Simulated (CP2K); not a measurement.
Consider 2-methylthiopyridine at its PBE geometry (Å).

```xyz
15

C    -2.8640    0.4947   -0.0926
S    -1.8515   -0.6095   -1.1001
C    -0.2553   -0.3202   -0.4077
C     0.8364   -1.0241   -0.9608
C     2.0994   -0.8043   -0.4305
C     2.2482    0.1066    0.6250
C     1.1080    0.7498    1.0988
N    -0.1320    0.5496    0.6072
H    -3.8914    0.3766   -0.4562
H    -2.8023    0.2160    0.9651
H    -2.5379    1.5340   -0.2105
H     0.6824   -1.7197   -1.7856
H     2.9632   -1.3325   -0.8350
H     3.2218    0.3131    1.0654
H     1.1750    1.4698    1.9176
```

Method: CP2K XAS_TDP, all-electron GAPW, PBEh(45%), aug-cc-pVDZ, TDA, GW2X-corrected core level, no relativity.

**Question.** Where do the C K-edge lines lie, and how strong are they?

Leading lines: C1 289.64 eV, C3 287.64 eV, C4 287.01 eV, C5 287.03 eV, C6 287.24 eV and C7 287.38 eV. The leading line of an atom is its first one with 35 % of the strongest within 2.5 eV of its lowest line over the strength cut. Core ionisation energies at this level: C5 292.53, C7 292.80, C4 292.00, C6 291.97, C1 292.45 and C3 293.03 eV.

The first six lines of each atom with a strength over 0.0015:

```tsv
atom	energy (eV)	states	strength, one atom	above the computed threshold
C1 (bonded to S and 3 H)	289.64	1	0.0360	
	290.57	1	0.0132	
	290.82	1	0.0017	
	291.20	1	0.0200	
	291.39	1	0.0188	
	291.80	1	0.0029	
C3 (bonded to C, N and S)	287.64	1	0.0589	
	290.80	1	0.0336	
	292.05	1	0.0064	
	293.36	1	0.0018	yes
	293.87	1	0.0016	yes
	294.13	1	0.0027	yes
C4 (bonded to 2 C and H)	287.01	1	0.0467	
	290.03	1	0.0122	
	290.88	1	0.0022	
	291.64	1	0.0030	
	291.70	1	0.0035	
	292.38	1	0.0015	yes
C5 (bonded to 2 C and H)	287.03	1	0.0541	
	290.44	1	0.0115	
	291.74	1	0.0017	
	292.16	1	0.0032	
	292.30	1	0.0018	
	292.86	1	0.0020	yes
C6 (bonded to 2 C and H)	287.24	1	0.0486	
	289.93	1	0.0108	
	291.15	1	0.0017	
	291.58	1	0.0028	
	291.77	1	0.0016	
	292.27	1	0.0033	yes
C7 (bonded to C, N and H)	287.38	1	0.0554	
	290.91	1	0.0110	
	291.86	1	0.0028	
	292.36	2	0.0026	
	292.60	1	0.0018	
	293.11	1	0.0050	yes
```

Lines are vertical, at one geometry, with no vibrational structure. GW2X ionisation energies and lines can be off by 1 to 2 eV either way, and a good line position may hide errors that cancel. These values hold no scalar relativity, about 0.1 eV for C 1s. Rydberg lines, and the discretised continuum above threshold, depend on the basis and the box.

[Banner, clock and machine lines of the logs are left out without a mark of their own.]

[Logs are printed without paths, hosts, clocks, repeated set-up lines and the standing remarks that a program may print on its own settings, such as how far it seeks lower states.]

[Hosts, paths, dates, database ids (printed as entryN), source tags and the programs' standing remarks are cut or masked in the printed files.]
